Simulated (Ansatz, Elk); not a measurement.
# CdCu2Si2: X-ray structure factors from the self-consistent density

Structure refinements treat a crystal as free atoms side by side. For a made-up structure of CdCu2Si2 (cell and positions from a PBEsol relaxation) the runs below show what the calculated density changes in F(hkl).

Calculated with Elk 11.2.3 (patched build); DFT, PBE, all-electron APW+lo, Dirac cores, scalar-relativistic bands, static density, no spin.

The structure was built from a prototype and need not be the compound's stable phase.

**1. Set-up**

The structure is tetragonal, space group I4/mmm (No. 139). The conventional cell has a = 3.893 Å, b = 3.893 Å, c = 10.072 Å, α = 90.00°, β = 90.00°, γ = 90.00°. Nearest to Cd lie 8 Si at 2.99 Å and 8 Cu at 3.18 Å. Nearest to Cu lie 4 Si at 2.38 Å and 4 Cu at 2.75 Å and 4 Cd at 3.18 Å. Si has 1 Si at 2.31 Å and 4 Cu at 2.38 Å and 4 Cd at 2.99 Å nearest. Farther neighbours are not listed.

As a file:

```cif
data_structure
_symmetry_space_group_name_H-M 'P 1'
_symmetry_Int_Tables_number 1
_cell_length_a 5.7393
_cell_length_b 5.7393
_cell_length_c 5.7393
_cell_angle_alpha 140.352
_cell_angle_beta 140.352
_cell_angle_gamma 57.319
_cell_volume 76.32
loop_
_atom_site_label
_atom_site_type_symbol
_atom_site_fract_x
_atom_site_fract_y
_atom_site_fract_z
_atom_site_occupancy
Cd1 Cd 0.00000 0.00000 0.00000 1
Cu2 Cu 0.25000 0.75000 0.50000 1
Cu3 Cu 0.75000 0.25000 0.50000 1
Si4 Si 0.61468 0.61468 0.00000 1
Si5 Si 0.38532 0.38532 0.00000 1
```

**2. Ground state and structure factors**

An all-electron density is needed, since X-rays see the cores too. Task 0 finds the density and task 195 Fourier-transforms it; tshift is off so that phases refer to the origin typed.

elk.in reads:

```
tasks
  0
  195

xctype
  20

spinpol
  .false.

rgkmax
  7.0

gmaxvr
  14.0

lmaxo
  7

lmaxapw
  8

swidth
  0.002

tshift
  .false.

ramdisk
  .false.

hmaxvr
  5.5

maxscl
  120

epspot
  1e-06

sppath
  './'

avec
  -3.67813430346 3.67813430346 9.51693960061
  3.67813430346 -3.67813430346 9.51693960061
  3.67813430346 3.67813430346 -9.51693960061

atoms
  3
  'Cd.in'
  1
  -0.0000000000 -0.0000000000 -0.0000000000   0.000000 0.000000 0.000000
  'Cu.in'
  2
  0.2500000000 0.7500000000 0.5000000000   0.000000 0.000000 0.000000
  0.7500000000 0.2500000000 0.5000000000   0.000000 0.000000 0.000000
  'Si.in'
  2
  0.6146771621 0.6146771621 0.0000000000   0.000000 0.000000 0.000000
  0.3853228379 0.3853228379 0.0000000000   0.000000 0.000000 0.000000

ngridk
  8 8 8
```

Run with:

```sh
$ OMP_NUM_THREADS=4 elk
```

Numbers of over 12 decimals in the logs are rounded to 6 here.

The log of the run:

```text
┌─────────────────────────┐
│ Elk code version 11.2.3 │
└─────────────────────────┘

All units are atomic (Hartree, Bohr, etc.)

┌─────────────────────────────────────────────────┐
│ Ground-state run starting from atomic densities │
└─────────────────────────────────────────────────┘

Lattice vectors :
  -3.678134303       3.678134303       9.516939601
   3.678134303      -3.678134303       9.516939601
   3.678134303       3.678134303      -9.516939601

Reciprocal lattice vectors :
  0.3947899035E-16  0.8541266834      0.3301053475
  0.8541266834      0.3947899035E-16  0.3301053475
  0.8541266834      0.8541266834     -0.5968373275E-17

Unit cell volume      :    515.0062155
Brillouin zone volume :   0.4816450870

Muffin-tin inner radius fraction :   0.1000000000E-01

Nuclei treated as point charges

Species : 1 (Cd)
 parameters loaded from : Cd.in
 name : cadmium
 nuclear charge    :   -48.00000000
 electronic charge :    48.00000000
 atomic mass :    204912.7176
 muffin-tin radius :    2.600000000
 number of radial points in muffin-tin :   1193
 inner part over the whole radius :   0.9972693929E-02
 number on inner part of muffin-tin    :    850
 approximate nuclear radius :   0.8708852602E-04
 number of mesh points to nuclear radius :    426
 atomic positions (lattice), magnetic fields (Cartesian) :
  1 :   0.00000000  0.00000000  0.00000000    0.00000000  0.00000000  0.00000000

Species : 2 (Cu)
 parameters loaded from : Cu.in
 name : copper
 nuclear charge    :   -29.00000000
 electronic charge :    29.00000000
 atomic mass :    115837.2717
 muffin-tin radius :    2.316690107
 number of radial points in muffin-tin :    993
 inner part over the whole radius :   0.9996503139E-02
 number on inner part of muffin-tin    :    701
 approximate nuclear radius :   0.7406004541E-04
 number of mesh points to nuclear radius :    337
 atomic positions (lattice), magnetic fields (Cartesian) :
  1 :   0.25000000 -0.25000000  0.50000000    0.00000000  0.00000000  0.00000000
  2 :  -0.25000000  0.25000000  0.50000000    0.00000000  0.00000000  0.00000000

Species : 3 (Si)
 parameters loaded from : Si.in
 name : silicon
 nuclear charge    :   -14.00000000
 electronic charge :    14.00000000
 atomic mass :    51196.73458
 muffin-tin radius :    2.123632598
 number of radial points in muffin-tin :    793
 inner part over the whole radius :   0.9816040272E-02
 number on inner part of muffin-tin    :    552
 approximate nuclear radius :   0.5963282101E-04
 number of mesh points to nuclear radius :    247
 atomic positions (lattice), magnetic fields (Cartesian) :
  1 :  -0.38532284 -0.38532284  0.00000000    0.00000000  0.00000000  0.00000000
  2 :   0.38532284  0.38532284  0.00000000    0.00000000  0.00000000  0.00000000

Total number of atoms per unit cell :    5
Total muffin-tin volume :    258.0210131
 ratio of muffin-tin to unit cell volume :   0.5010056293

Spin treatment :
 spin-unpolarised

Number of Bravais lattice symmetries :   16
Number of crystal symmetries         :   16
Crystal has inversion symmetry
Real symmetric eigensolver will be used

k-point grid :      8     8     8
k-point offset :    0.000000000       0.000000000       0.000000000
k-point set is reduced with full crystal symmetry group
Total number of k-points :       59

Muffin-tin radius times maximum |G+k| :    7.000000000
 using average radius
Maximum |G+k| for APW functions       :    3.048609093
Maximum (1/2)|G+k|²                   :    4.647008702
Maximum |G| for potential and density :    14.00000000
Constant for pseudocharge density :    9
 order of it for each species :   16  16  16
 order of it for pair densities of each species (exact exchange by exxq0 0: 17) :   13  10   8
Radial integration step length :    1

G-vector grid sizes :     49    49    49
Number of G-vectors :    23895

Maximum angular momentum used for
 APW functions            :    8
 outer part of muffin-tin :    7
 inner part of muffin-tin :    2

Total nuclear charge    :   -134.0000000
[...]
Density of states at Fermi energy :    56.14245985
 (states/Hartree/unit cell)

Estimated indirect band gap :   0.2260758173E-02
 from k-point 32 to k-point 23
Estimated direct band gap   :   0.6810919606E-02
 at k-point 1

Charges :
 core                        :    74.00000000
 valence                     :    60.00000000
 interstitial                :    7.782947557
 muffin-tins (core leakage)
  species : 1 (Cd)
   atom 1                    :    46.46501096     (  0.2554836346E-03)
  species : 2 (Cu)
[...]
species : 3 (Si)
[...]
total in muffin-tins        :    126.2170524
 total calculated charge     :    133.9948562
 total charge                :    134.0000000
 error                       :   0.5143762929E-02

RMS change in Kohn-Sham potential (target) :   0.5873753337     (  0.1000000000E-05)
Absolute change in total energy (target)   :   0.5987746188     (  0.1000000000E-03)

[... loops 3 to 16 left out ...]

┌──────────────────┐
│ Loop number : 17 │
└──────────────────┘

Energies :
 Fermi                       :     0.272495
 sum of occupied eigenvalues :     -5567.5654578113
 electron kinetic            :      9815.7193423369
 core electron kinetic       :      9249.8342834610
 Coulomb                     :     -18969.998580241
 Coulomb potential           :     -14951.571289552
 nuclear-nuclear             :     -1233.6256068705
 electron-nuclear            :     -20554.050672039
 Hartree                     :      2817.6776986685
 Madelung                    :     -11494.212935465
 xc potential                :     -431.71351059649
 exchange                    :     -325.32914934441
 correlation                 :     -6.506030
 electron entropic           :    -0.79614119493357E-03
 total energy                :     -9486.1152131863

Density of states at Fermi energy :    61.68968795
 (states/Hartree/unit cell)

Estimated indirect band gap :   0.2330647559E-02
 from k-point 6 to k-point 28
Estimated direct band gap   :   0.1534934948E-01
 at k-point 29

Charges :
 core                        :    74.00000000
 valence                     :    60.00000000
 interstitial                :    6.912865021
 muffin-tins (core leakage)
  species : 1 (Cd)
[...]
species : 2 (Cu)
[...]
species : 3 (Si)
[...]
total in muffin-tins        :    127.0871350
 total calculated charge     :    133.9950104
 total charge                :    134.0000000
 error                       :   0.4989614590E-02

RMS change in Kohn-Sham potential (target) :   0.1829997406E-06 (  0.1000000000E-05)
Absolute change in total energy (target)   :   0.6209053936E-04 (  0.1000000000E-03)

Convergence targets achieved

┌──────────────────┐
│ Loop number : 18 │
└──────────────────┘

Energies :
 Fermi                       :     0.272495
 sum of occupied eigenvalues :     -5567.5654524106
 electron kinetic            :      9815.7193520248
 core electron kinetic       :      9249.8342864492
 Coulomb                     :     -18969.998584227
 Coulomb potential           :     -14951.571286517
 nuclear-nuclear             :     -1233.6256068705
 electron-nuclear            :     -20554.050683072
 Hartree                     :      2817.6777057160
 Madelung                    :     -11494.212940968
 xc potential                :     -431.71351791805
 exchange                    :     -325.32914968603
 correlation                 :     -6.506030
 electron entropic           :    -0.79614087952123E-03
 total energy                :     -9486.1152078186

Density of states at Fermi energy :    61.68965977
 (states/Hartree/unit cell)

Estimated indirect band gap :   0.2330656737E-02
 from k-point 6 to k-point 28
Estimated direct band gap   :   0.1534934957E-01
 at k-point 29

Charges :
 core                        :    74.00000000
 valence                     :    60.00000000
 interstitial                :    6.912864703
 muffin-tins (core leakage)
  species : 1 (Cd)
[...]
species : 2 (Cu)
[...]
atom 2                    :    28.16063770     (  0.2512534947E-03)
  species : 3 (Si)
   atom 1                    :    12.08682406     (  0.1986930626E-02)
   atom 2                    :    12.08682406     (  0.1986930626E-02)
 total in muffin-tins        :    127.0871353
 total calculated charge     :    133.9950104
 total charge                :    134.0000000
 error                       :   0.4989614796E-02

┌──────────────────────────────┐
│ Self-consistent loop stopped │
└──────────────────────────────┘

Warning : core states of species 1 leak from the muffin-tin :   0.2412229089E-03

Warning : core states of species 2 leak from the muffin-tin :   0.2512534947E-03

Warning : core states of species 3 leak from the muffin-tin :   0.1986930626E-02

Wrote STATE.OUT
```

Elapsed: 51 s, on 4 threads of Arm Neoverse V1, shared host; peak memory 0.18 GiB.

SFACRHO.OUT:

```text

h k l indices transformed by vhmat matrix:
   1.000000000       0.000000000       0.000000000    
   0.000000000       1.000000000       0.000000000    
   0.000000000       0.000000000       1.000000000    

      h      k      l  multipl.   |H|            Re(F)            Im(F)           |F|

      0      0      0      1   0.0000000       134.00000      0.18546991E-15   134.00000    
      1      1     -1      2  0.66021069      -6.1896026      0.16081081E-13   6.1896026    
     -1      0      0      8  0.91569751       25.658452      -0.0000000       25.658452    
      0      0     -1      4   1.2079175       12.262693     -0.55080173E-14   12.262693    
     -1     -2      2      8   1.3077684       49.872805      -0.0000000       49.872805    
      2      2     -2      2   1.3204214       66.682299     -0.29481981E-13   66.682299    
      2      0     -1      8   1.3765693       86.806435     -0.89339337E-14   86.806435    
     -1      1     -1      4   1.7082534       95.131698      0.45205688E-14   95.131698    
     -2     -2      3      8   1.7895747      -22.857462     -0.58517266E-13   22.857462    
      2      0      0      8   1.8313950      -4.0397901      0.17867867E-13   4.0397901    
      2      3     -2      8   1.8584324       49.204602      -0.0000000       49.204602    
      1      0      1     16   1.9382032       21.194585      -0.0000000       21.194585    
     -3     -3      3      2   1.9806321      -11.935582     -0.20548048E-13   11.935582    
      0     -3      1     16   2.1513688       40.769146      -0.0000000       40.769146    
      3      1     -3      8   2.1590837       54.267749     -0.19654654E-13   54.267749    
     -3     -3      4      8   2.3199069       61.057148      0.14294294E-13   61.057148    
     -2      2      0      4   2.4158351       80.356134      0.19424333E-16   80.356134    
      4      3     -3      8   2.4635421       24.859621      0.89339337E-15   24.859621
```

Elk indexes on the primitive cell of elk.in and gives |H| = 4π sin θ/λ in inverse bohr. Below, one row stands for each form hkl of the conventional cell (m members, Friedel mates merged), F is for one primitive cell and the density is static (no thermal factor). Free-atom factors are Waasmaier and Kirfel's, and R is Σm||F|−|F'||/Σm|F|.

```
hkl   m  sin θ/λ (Å⁻¹)  abs F, DFT  neutral atoms   diff.
002   2          0.099       6.190          6.245  -0.056
101   8          0.138      25.659         25.994  -0.336
110   4          0.182      12.263         11.684  +0.578
103   8          0.197      49.873         49.979  -0.106
004   2          0.199      66.682         67.445  -0.763
112   8          0.207      86.806         87.546  -0.739
200   4          0.257      95.132         96.028  -0.896
114   8          0.269      22.858         23.692  -0.834
202   8          0.275       4.040          4.747  -0.707
105   8          0.280      49.205         49.530  -0.325
211  16          0.291      21.195         21.188  +0.006
006   2          0.298      11.936         12.804  -0.868
213  16          0.324      40.769         40.914  -0.145
204   8          0.325      54.268         54.588  -0.321
116   8          0.349      61.057         61.268  -0.211
220   4          0.363      80.356         80.599  -0.242
107   8          0.370      24.860         24.898  -0.038
222   8          0.377       2.770          3.077  -0.306
```

**3. The highest occupied states alone**

An energy window below the Fermi level keeps the highest occupied states, to see at which angles they scatter; shallow core shells can lie inside it and anion s states outside. No new self-consistency is needed.

Changes to elk.in since step 2:

```diff
@@ -1,3 +1,2 @@
 tasks
-  0
   195
@@ -40,2 +39,5 @@
 
+wsfac
+  -0.278740 0.572500
+
 sppath
```

Run with:

```sh
$ OMP_NUM_THREADS=4 elk
```

The log of the run:

```text
┌─────────────────────────────────┐
│ Elk code version 11.2.3 started │
└─────────────────────────────────┘

Info(readinput): the functional depends on the density's gradient
 muffin-tin radial points multiplied by    2.00000
 (not where nrmtscf is given)

┌────────────────────┐
│ Current task : 195 │
└────────────────────┘
Info(checkmt): changed muffin-tin radius of species 2 (Cu) from   2.4000 to   2.3167
Info(checkmt): changed muffin-tin radius of species 3 (Si) from   2.2000 to   2.1236

Info(sfacrho): density structure factors written to SFACRHO.OUT

 Energy window :  -0.2787400000      0.5725000000

┌──────────────────┐
│ Elk code stopped │
└──────────────────┘
```

Run time: 11 s. Hardware: 4 threads; peak memory 0.17 GiB.

States within 15 eV below the Fermi level hold 42.00 electrons; any levels below the window count with the cores. Their amplitudes can exceed the total, where window and core parts have opposite phase:

```
hkl  sin θ/λ (Å⁻¹)  abs F, window  abs F, all
002          0.099          8.754       6.190
101          0.138          5.503      25.659
110          0.182          6.484      12.263
103          0.197          6.387      49.873
004          0.199         18.216      66.682
112          0.207         18.678      86.806
200          0.257         14.841      95.132
114          0.269          6.595      22.858
202          0.275          6.587       4.040
105          0.280          3.072      49.205
```

**4. Another functional**

The difference from free atoms is small, so it is set against the change that LDA (Perdew-Wang) makes.

Changes to elk.in since step 3:

```diff
@@ -1,2 +1,3 @@
 tasks
+  0
   195
@@ -4,3 +5,3 @@
 xctype
-  20
+  3
 
@@ -39,5 +40,2 @@
 
-wsfac
-  -0.278740 0.572500
-
 sppath
```

Run with:

```sh
$ OMP_NUM_THREADS=4 elk
```

The log of the run:

```text
┌─────────────────────────┐
│ Elk code version 11.2.3 │
└─────────────────────────┘

All units are atomic (Hartree, Bohr, etc.)

┌─────────────────────────────────────────────────┐
│ Ground-state run starting from atomic densities │
└─────────────────────────────────────────────────┘

Lattice vectors :
  -3.678134303       3.678134303       9.516939601
   3.678134303      -3.678134303       9.516939601
   3.678134303       3.678134303      -9.516939601

Reciprocal lattice vectors :
  0.3947899035E-16  0.8541266834      0.3301053475
[...]
atom 2                    :    12.08855357     (  0.2024496079E-02)
 total in muffin-tins        :    127.1570909
 total calculated charge     :    133.9948971
 total charge                :    134.0000000
 error                       :   0.5102936481E-02

┌──────────────────────────────┐
│ Self-consistent loop stopped │
└──────────────────────────────┘

Warning : core states of species 1 leak from the muffin-tin :   0.2426268531E-03

Warning : core states of species 2 leak from the muffin-tin :   0.2605256157E-03

Warning : core states of species 3 leak from the muffin-tin :   0.2024496079E-02

Wrote STATE.OUT
[key lines of the parts left out:]
total energy                :     -9474.0109526927
```

Wall time 33 s (4 threads); peak memory 0.17 GiB.

Against the first run R = 0.07 %; the largest change is -0.061 at 008.

**5. Basis size**

A smaller basis shows how fast F responds to it; the change is likely larger than the basis error of the first run, but doesn't show convergence.

Changes to elk.in since step 4:

```diff
@@ -5,3 +5,3 @@
 xctype
-  3
+  20
 
@@ -11,3 +11,3 @@
 rgkmax
-  7.0
+  5.5
```

Run with:

```sh
$ OMP_NUM_THREADS=4 elk
```

The log of the run:

```text
┌─────────────────────────┐
│ Elk code version 11.2.3 │
└─────────────────────────┘

All units are atomic (Hartree, Bohr, etc.)

┌─────────────────────────────────────────────────┐
│ Ground-state run starting from atomic densities │
└─────────────────────────────────────────────────┘

Lattice vectors :
  -3.678134303       3.678134303       9.516939601
   3.678134303      -3.678134303       9.516939601
   3.678134303       3.678134303      -9.516939601

Reciprocal lattice vectors :
  0.3947899035E-16  0.8541266834      0.3301053475
[...]
atom 2                    :    12.07677789     (  0.1982043719E-02)
 total in muffin-tins        :    126.9409296
 total calculated charge     :    133.9952107
 total charge                :    134.0000000
 error                       :   0.4789255538E-02

┌──────────────────────────────┐
│ Self-consistent loop stopped │
└──────────────────────────────┘

Warning : core states of species 1 leak from the muffin-tin :   0.2415477799E-03

Warning : core states of species 2 leak from the muffin-tin :   0.2514782347E-03

Warning : core states of species 3 leak from the muffin-tin :   0.1982043719E-02

Wrote STATE.OUT
[key lines of the parts left out:]
total energy                :     -9485.9888453217
```

Wall time 45 s (4 threads); peak memory 0.17 GiB.

Against the first run R = 0.03 %; the largest change is +0.074 at 008.

**6. Settings against the effect**

```
              run  R against the first run (%)  R against neutral atoms, low angle (%)  wall time
    PBE, rgkmax 7                         0.00                                    1.19       51 s
LDA (Perdew-Wang)                         0.07                                    1.20       33 s
       rgkmax 5.5                         0.03                                    1.22       45 s
```

**7. Outcome**

```yaml
r_against_neutral_atoms_sin_theta_lambda_0p3_a_minus1: 1.19 %
r_against_neutral_atoms_0p3_to_0p83_a_minus1: 0.32 %
```

**Reading.** Independent neutral atoms miss the calculated amplitudes by R = 1.19 % below 0.3 Å⁻¹ and 0.32 % from there to 0.83 Å⁻¹; by shells, 1.29 % below 0.15 Å⁻¹ (2 forms), 1.18 % 0.15 to 0.3 (10 forms), 0.30 % 0.3 to 0.45 (15 forms), 0.32 % above 0.45 (109 forms). Bonding, aspherical density and the tables' own atoms all enter these figures, and the runs don't part them. The largest change of an amplitude is -0.90 electrons, at 200. The window's part falls from 42.0 electrons at the origin to at most 5.11 between 0.45 and 0.83 Å⁻¹, where compact states inside the window still scatter. Below 0.3 Å⁻¹ the changes that finished (LDA (Perdew-Wang) and rgkmax 5.5) move F by R = 0.04 % at most, against the 1.19 % that separates it from free atoms. The k-mesh has no finished test. These runs have no spin, though d or f shells may be open. Part of the difference isn't bonding: the tables are fits to free atoms and ions calculated by other methods than this functional. Thermal motion, anomalous dispersion and extinction are left out.

[Logs are printed without paths, hosts, clocks, repeated set-up lines and the standing remarks that a program may print on its own settings, such as how far it seeks lower states.]

[Hosts, paths, dates, database ids (printed as entryN), source tags and the programs' standing remarks are cut or masked in the printed files.]
